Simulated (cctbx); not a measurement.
**A crystallographic session in cctbx: Nd3Cr2Ni6**

Library: cctbx 2025.11. The data are simulated by the first script.

## 1. Simulate the data

run.py:

```python
from cctbx import adptbx, crystal, miller, sgtbx, xray
from cctbx.array_family import flex
from iotbx.shelx import hklf
from scitbx import matrix
import scitbx.random

cs = crystal.symmetry(unit_cell=(8.85, 8.85, 8.85, 90, 90, 90), space_group_symbol='Hall: -I 4 2 3')  # Im-3m
atoms = [  # label, site, U (iso, or U11 U22 U33 U12 U13 U23 in A^2), occupancy
    ("Nd1", (0.7089, 0, 0), (0.0162, 0.0168, 0.0168, 0.0000, 0.0000, 0.0000), 1),
    ("Ni1", (0.5, 0.1602, 0.1602), (0.0266, 0.0290, 0.0290, 0.0000, 0.0000, 0.0013), 1),
    ("Cr1", (0.25, 0.25, 0.25), (0.0263, 0.0263, 0.0263, -0.0005, -0.0005, -0.0005), 1),
]
xs = xray.structure(crystal_symmetry=cs)
for label, site, u, occ in atoms:
    u = adptbx.u_cif_as_u_star(cs.unit_cell(), u) if isinstance(u, tuple) else u
    xs.add_scatterer(xray.scatterer(label, site=site, u=u, occupancy=occ))
xs.set_inelastic_form_factors(0.71073, "sasaki")
xs.show_summary()
p1 = xs.expand_to_p1()
ms = miller.build_set(p1, anomalous_flag=True, d_min=0.6)
flex.set_random_seed(861756)
scitbx.random.set_random_seed(861756)
ms = ms.select(flex.random_double(ms.size()) < 0.8)
i = ms.structure_factors_from_scatterers(p1, algorithm="direct").f_calc().as_intensity_array().data()
i = i / flex.sqrt(1 + 0.1 * i / flex.max(i))  # extinction
i = i * 40000 / flex.max(i)
sig = flex.sqrt(i + flex.pow2(0.03 * i) + 15 ** 2)
noise = scitbx.random.variate(scitbx.random.normal_distribution())(i.size())
data = ms.array(data=i + sig * noise, sigmas=sig).set_observation_type_xray_intensity()
with open("data.hkl", "w") as f:
    data.export_as_shelx_hklf(f)
print("reflections written:", data.size(), " <I/sigma> = %.1f" % flex.mean(data.data() / data.sigmas()))
for h, a, b in list(data.sort("data"))[:12]:
    print("%4d%4d%4d %9.1f %7.1f" % (h + (a, b)))
```

```console
$ python run.py
```

```text
Number of scatterers: 3
At special positions: 3
Unit cell: (8.85, 8.85, 8.85, 90, 90, 90)
Space group: I m -3 m (No. 229)
reflections written: 10698  <I/sigma> = 5.5
   3   0  -3   41565.1  1216.6
  -3   0  -3   41298.7  1216.6
  -3   3   0   41120.1  1216.6
   0  -3   3   40938.5  1216.6
   0   3   3   39794.9  1216.6
   3   0   3   39722.1  1216.6
   3   3   0   39640.4  1216.6
   0  -3  -3   38776.5  1216.6
   2   2  -2   16204.2   496.4
  -2   2   2   16105.3   496.4
   2  -2   2   16092.0   496.4
   2   2   2   16085.8   496.4
```

It took 0.47 s on 1 thread of Arm Neoverse N1, with other jobs on the host, peak memory 0.07 GiB.

## 2. Symmetry

run.py:

```python
from cctbx import crystal, sgtbx, statistics
from cctbx.array_family import flex
from iotbx.shelx import hklf

p1 = crystal.symmetry(unit_cell=(8.85, 8.85, 8.85, 90, 90, 90), space_group_symbol="P 1")
raw = hklf.reader(file_name="data.hkl").as_miller_arrays(crystal_symmetry=p1, anomalous=True)[0]
print(raw.size(), "reflections to d = %.3f A" % raw.d_min())
isig = raw.data() / raw.sigmas()
print("centring   violations  <I/sigma> of those")
best = "P"
for c in "ABCIRF":
    a = raw.customized_copy(space_group_info=sgtbx.space_group_info("Hall: %s 1" % c)).sys_absent_flags().data()
    m = flex.mean(isig.select(a))
    print("%5s %10d of %5d %8.1f" % (c, (isig.select(a) > 4).count(True), a.count(True), m))
    if (isig.select(a) > 4).count(True) < 0.01 * a.count(True):
        best = c
raw = raw.select(~raw.customized_copy(space_group_info=sgtbx.space_group_info("Hall: %s 1" % best)).sys_absent_flags().data())
isig = raw.data() / raw.sigmas()
rows = []
for s in sgtbx.space_group_symbol_iterator():
    g = sgtbx.space_group(s)
    if g.conventional_centring_type_symbol() != best or not g.is_compatible_unit_cell(p1.unit_cell(), 1e-3, 0.02):
        continue
    rows.append((s, g))
print("Laue class    unique    Rint  (classes that these axes allow; Friedel mates merged)")
rint = {}
for s, g in rows:
    laue = g.build_derived_patterson_group()
    key = laue.type().hall_symbol()
    if key not in rint:
        m = raw.customized_copy(space_group_info=laue.info(), anomalous_flag=False).merge_equivalents()
        rint[key] = m.r_int()
        print("%-14s %6d %7.3f" % (laue.type().lookup_symbol(), m.array().size(), m.r_int()))
floor = min(rint.values())
good = [(s, g) for s, g in rows if rint[g.build_derived_patterson_group().type().hall_symbol()] < 2 * floor + 0.03]
top = max(g.build_derived_patterson_group().order_z() for s, g in good)
print("space group    extra absences  I>4sigma  <I/sigma>")
for s, g in good:
    laue = g.build_derived_patterson_group()
    if laue.order_z() != top:
        continue
    a = raw.customized_copy(space_group_info=g.info()).sys_absent_flags().data()
    a &= ~raw.customized_copy(space_group_info=laue.info()).sys_absent_flags().data()
    bad = (isig.select(a) > 4).count(True)
    if bad <= 0.03 * a.count(True):
        print("%-16s %8d %10d %9s  %s" % (s.universal_hermann_mauguin(), a.count(True), bad, "%.1f" % flex.mean(isig.select(a)) if a.count(True) else "-", "centric" if g.is_centric() else "acentric"))
laue = max(good, key=lambda t: t[1].build_derived_patterson_group().order_z())[1].build_derived_patterson_group()
f = raw.customized_copy(space_group_info=laue.info(), anomalous_flag=False).merge_equivalents().array().eliminate_sys_absent().f_sq_as_f()
f.set_observation_type_xray_amplitude()
bins = max(3, min(8, f.size() // 12))
f.setup_binner(n_bins=bins)
w = statistics.wilson_plot(f, {e: n / laue.order_z() for e, n in {'Nd': 12.0, 'Ni': 24.0, 'Cr': 8.0}.items()}, e_statistics=True)
print("Wilson B = %.2f A^2   <|E^2-1|> = %.3f (0.968 centric, 0.736 acentric)   E^2>4: %.1f %%" % (w.wilson_b, w.mean_e_sq_minus_1, w.percent_e_sq_gt_2))
print("shell (A)         n   <I/sigma>")
m = raw.customized_copy(space_group_info=laue.info(), anomalous_flag=False).merge_equivalents().array().eliminate_sys_absent()
for b in m.setup_binner(n_bins=bins).range_used():
    sel = m.binner().selection(b)
    print("%5.2f - %4.2f %6d %8.1f" % (min(m.binner().bin_d_range(b)[0] if m.binner().bin_d_range(b)[0] > 0 else 99, 99), m.binner().bin_d_range(b)[1], sel.count(True), flex.mean((m.data() / m.sigmas()).select(sel))))
```

```console
$ python run.py
```

```text
10698 reflections to d = 0.601 A
centring   violations  <I/sigma> of those
    A       1812 of  5344      5.4
    B       1799 of  5335      5.3
    C       1791 of  5329      5.4
    I          0 of  5334     -0.0
    R       2507 of  7176      5.4
    F       2701 of  8004      5.4
Laue class    unique    Rint  (classes that these axes allow; Friedel mates merged)
I 1 2/m 1        1758   0.034
I 1 1 2/m        1758   0.034
I 2/m 1 1        1760   0.034
I m m m           970   0.037
I 4/m             885   0.037
I 4/m m m         520   0.038
I m -3            326   0.039
I m -3 m          198   0.039
space group    extra absences  I>4sigma  <I/sigma>
I 4 3 2                 0          0         -  acentric
I -4 3 m                0          0         -  acentric
I m -3 m                0          0         -  centric
Wilson B = 1.40 A^2   <|E^2-1|> = 0.762 (0.968 centric, 0.736 acentric)   E^2>4: 1.0 %
shell (A)         n   <I/sigma>
 6.26 - 1.20     35     81.3
 1.20 - 0.96     22     69.4
 0.96 - 0.83     26     74.1
 0.83 - 0.76     25     61.7
 0.76 - 0.70     19     52.4
 0.70 - 0.66     26     43.0
 0.66 - 0.63     19     27.9
 0.63 - 0.60     26     32.1
```

Time: 0.52 s.

## 3. Patterson map

run.py:

```python
from cctbx import crystal, maptbx
from iotbx.shelx import hklf

cs = crystal.symmetry(unit_cell=(8.85, 8.85, 8.85, 90, 90, 90), space_group_symbol='Hall: -I 4 2 3')  # Im-3m
raw = hklf.reader(file_name="data.hkl").as_miller_arrays(crystal_symmetry=cs, anomalous=True)[0]
merged = raw.eliminate_sys_absent().merge_equivalents()
fo2 = merged.array().set_observation_type_xray_intensity()
f = fo2.average_bijvoet_mates().f_sq_as_f()
pm = f.patterson_map(symmetry_flags=maptbx.use_space_group_symmetry, sharpening=True, resolution_factor=0.25)
peaks = pm.peak_search(parameters=maptbx.peak_search_parameters(min_distance_sym_equiv=0.4, max_clusters=14)).all()
top = peaks.heights()[0]
print("Patterson group", f.patterson_symmetry().space_group_info())
print("      u       v       w   height  length (A)")
for x, h in zip(peaks.sites(), peaks.heights()):
    y = [t - round(t) for t in x]
    print("%7.3f %7.3f %7.3f %8.1f %8.2f" % (x + (1000 * h / top, cs.unit_cell().length(y))))
```

```console
$ python run.py
```

```text
Patterson group I m -3 m
      u       v       w   height  length (A)
  0.000   0.000   0.000   1000.0     0.00
  0.000   0.293   0.293    283.9     3.67
  0.000   0.353   0.353    162.2     4.42
  0.000   0.000   0.417    150.3     3.69
  0.175   0.175   0.175    116.2     2.68
  0.000   0.045   0.339     88.4     3.03
  0.049   0.246   0.246     63.5     3.11
  0.000   0.000   0.500     48.6     4.42
  0.000   0.045   0.086     29.2     0.86
  0.000   0.000   0.096     28.1     0.85
  0.054   0.054   0.054     22.4     0.83
  0.074   0.074   0.277     20.6     2.62
  0.085   0.250   0.415     19.5     4.36
  0.000   0.237   0.373     14.6     3.91
```

Time: 0.45 s.

## 4. Charge flipping

run.py:

```python
import itertools
from cctbx import crystal, maptbx
from cctbx.array_family import flex
from iotbx.shelx import hklf
from smtbx.ab_initio import charge_flipping as cf

cs = crystal.symmetry(unit_cell=(8.85, 8.85, 8.85, 90, 90, 90), space_group_symbol='Hall: -I 4 2 3')  # Im-3m
raw = hklf.reader(file_name="data.hkl").as_miller_arrays(crystal_symmetry=cs, anomalous=True)[0]
merged = raw.eliminate_sys_absent().merge_equivalents()
fo2 = merged.array().set_observation_type_xray_intensity()
f = fo2.average_bijvoet_mates().f_sq_as_f().resolution_filter(d_min=0.8)
p1 = f.expand_to_p1()
work = p1
flex.set_random_seed(64885)
it = cf.weak_reflection_improved_iterator(delta=None, weak_reflection_fraction=0.2)
it.start(work, phases=flex.random_double(p1.size()) * 6.2832, f_000=0)
it.delta = 1 * it.rho_map.sigma()
print("cycle      R  skewness")
for n, st in enumerate(itertools.islice(it, 150)):
    if n % 12 == 0:
        print("%5d %6.3f %8.2f" % (n, st.r1_factor(), st.rho_map.skewness()))
rho = p1.phase_transfer(it.f_calc).fft_map().apply_volume_scaling()
polish = cf.low_density_elimination_iterator(constant_rho_c=rho.sigma())
polish.start(f_obs=p1, phases=it.f_calc, f_000=0)
for _ in range(8):
    next(polish)
print("origin shift          correlation  skewness")
maps = []
for fc, shift, cc in itertools.islice(cf.f_calc_symmetrisations(f, polish.f_calc, 0), 4):
    m = f.phase_transfer(fc).fft_map(symmetry_flags=maptbx.use_space_group_symmetry, resolution_factor=0.25).apply_sigma_scaling()
    maps.append((m.skewness(), cc, m))
    print("%6.3f %6.3f %6.3f %10.3f %9.2f" % (tuple(shift) + (cc, m.skewness())))
skew, cc, m = max((t for t in maps if t[1] > maps[0][1] - 0.04), key=lambda t: t[0])
print("taken: symmetry correlation %.3f, skewness %.2f" % (cc, skew))
peaks = m.peak_search(parameters=maptbx.peak_search_parameters(min_distance_sym_equiv=0.9, max_clusters=8)).all()
sps = cs.special_position_settings(min_distance_sym_equiv=0.5)
print("peak      x       y       z  mult  height/sigma")
for k, (x, h) in enumerate(zip(peaks.sites(), peaks.heights())):
    ss = sps.site_symmetry(x)
    print("Q%-3d %7.4f %7.4f %7.4f %4d %8.1f" % ((k + 1,) + tuple(t % 1 for t in ss.exact_site()) + (ss.multiplicity(), h)))
```

```console
$ python run.py
```

```text
cycle      R  skewness
    0  0.567     0.41
   12  0.432     2.71
   24  0.392     3.71
   36  0.313     4.76
   48  0.242     5.15
   60  0.225     5.02
   72  0.225     5.06
   84  0.224     4.92
   96  0.227     4.91
  108  0.222     4.84
  120  0.217     4.89
  132  0.221     4.94
  144  0.227     4.85
origin shift          correlation  skewness
 0.246  0.254  0.192      0.933      0.72
 0.078  0.755  0.695      0.929      0.49
 0.408  0.982  0.773      0.910     -0.53
-0.356  0.474  0.875      0.935      0.29
taken: symmetry correlation 0.933, skewness 0.72
peak      x       y       z  mult  height/sigma
Q1    0.0000  0.3112  0.3112   24      4.8
Q2    0.0000  0.4303  0.4303   24      3.1
Q3    0.1186  0.1186  0.1186   16      2.8
Q4    0.0847  0.3736  0.3736   48      2.4
Q5    0.0000  0.0962  0.3995   48      1.9
Q6    0.1042  0.2188  0.2188   48      1.5
Q7    0.0000  0.0000  0.1014   12      1.3
Q8    0.0000  0.0000  0.2190   12      1.2
```

Time: 3.7 s.

## 5. Charge flipping

run.py, as its changes from the last script of this kind:

```diff
@@ -13,2 +13,3 @@
-work = p1
-flex.set_random_seed(64885)
+p1.setup_binner_counting_sorted(reflections_per_bin=max(40, p1.size() // 12))
+work = p1.array(data=p1.data() / p1.amplitude_quasi_normalisations().data())
+flex.set_random_seed(64886)
@@ -19,2 +20,2 @@
-for n, st in enumerate(itertools.islice(it, 150)):
-    if n % 12 == 0:
+for n, st in enumerate(itertools.islice(it, 300)):
+    if n % 25 == 0:
```

```console
$ python run.py
```

```text
cycle      R  skewness
    0  0.585     0.32
   25  0.364     3.80
   50  0.301     4.73
   75  0.255     4.82
  100  0.223     4.90
  125  0.227     4.85
  150  0.218     4.90
  175  0.220     4.78
  200  0.219     4.77
  225  0.218     4.71
  250  0.214     4.65
  275  0.224     4.64
origin shift          correlation  skewness
 0.420  0.360  0.833      0.929      0.75
 0.381  0.677  0.702      0.904      0.37
 0.253  0.922  0.538      0.901     -0.06
-0.109 -1.353  1.951      0.934     -0.04
taken: symmetry correlation 0.929, skewness 0.75
peak      x       y       z  mult  height/sigma
Q1    0.0000  0.2757  0.2757   24      5.4
Q2    0.0000  0.1250  0.3804   48      3.1
Q3    0.0000  0.3442  0.4400   48      2.6
Q4    0.0000  0.0000  0.0000    2      2.6
Q5    0.0000  0.5000  0.5000    6      2.4
Q6    0.1185  0.2211  0.2211   48      2.2
Q7    0.0000  0.0000  0.1820   12      2.2
Q8    0.0000  0.0000  0.3882   12      2.1
```

Time: 3.8 s.

## 6. Charge flipping

run.py, as its changes from the last script of this kind:

```diff
@@ -13,3 +13,2 @@
-p1.setup_binner_counting_sorted(reflections_per_bin=max(40, p1.size() // 12))
-work = p1.array(data=p1.data() / p1.amplitude_quasi_normalisations().data())
-flex.set_random_seed(64886)
+work = p1
+flex.set_random_seed(64887)
@@ -20,2 +19,2 @@
-for n, st in enumerate(itertools.islice(it, 300)):
-    if n % 25 == 0:
+for n, st in enumerate(itertools.islice(it, 450)):
+    if n % 37 == 0:
```

```console
$ python run.py
```

```text
cycle      R  skewness
    0  0.592     0.55
   37  0.362     4.03
   74  0.239     4.95
  111  0.213     4.81
  148  0.224     4.72
  185  0.223     4.86
  222  0.224     4.81
  259  0.212     4.78
  296  0.228     4.73
  333  0.226     4.73
  370  0.230     4.64
  407  0.230     4.80
  444  0.214     4.79
origin shift          correlation  skewness
 0.029  0.631  0.759      0.939      0.33
 0.307  0.719  0.446      0.933      0.65
 0.056  0.413  0.222      0.941     -0.02
 0.132  0.972 -0.016      0.938      0.30
taken: symmetry correlation 0.933, skewness 0.65
peak      x       y       z  mult  height/sigma
Q1    0.1861  0.1861  0.1861   16      4.6
Q2    0.0000  0.0000  0.4347   12      4.3
Q3    0.0000  0.0000  0.0966   12      4.0
Q4    0.0000  0.3665  0.3665   24      3.4
Q5    0.0000  0.0879  0.3509   48      2.9
Q6    0.0670  0.1595  0.1595   48      2.6
Q7    0.0000  0.2037  0.2927   48      1.5
Q8    0.1027  0.3041  0.3041   48      1.1
```

Run time: 3.9 s on 1 thread of Arm Neoverse N1 (shared host), peak memory 0.08 GiB.

[Logs are printed without paths, hosts, clocks, repeated set-up lines and the standing remarks that a program may print on its own settings, such as how far it seeks lower states.]
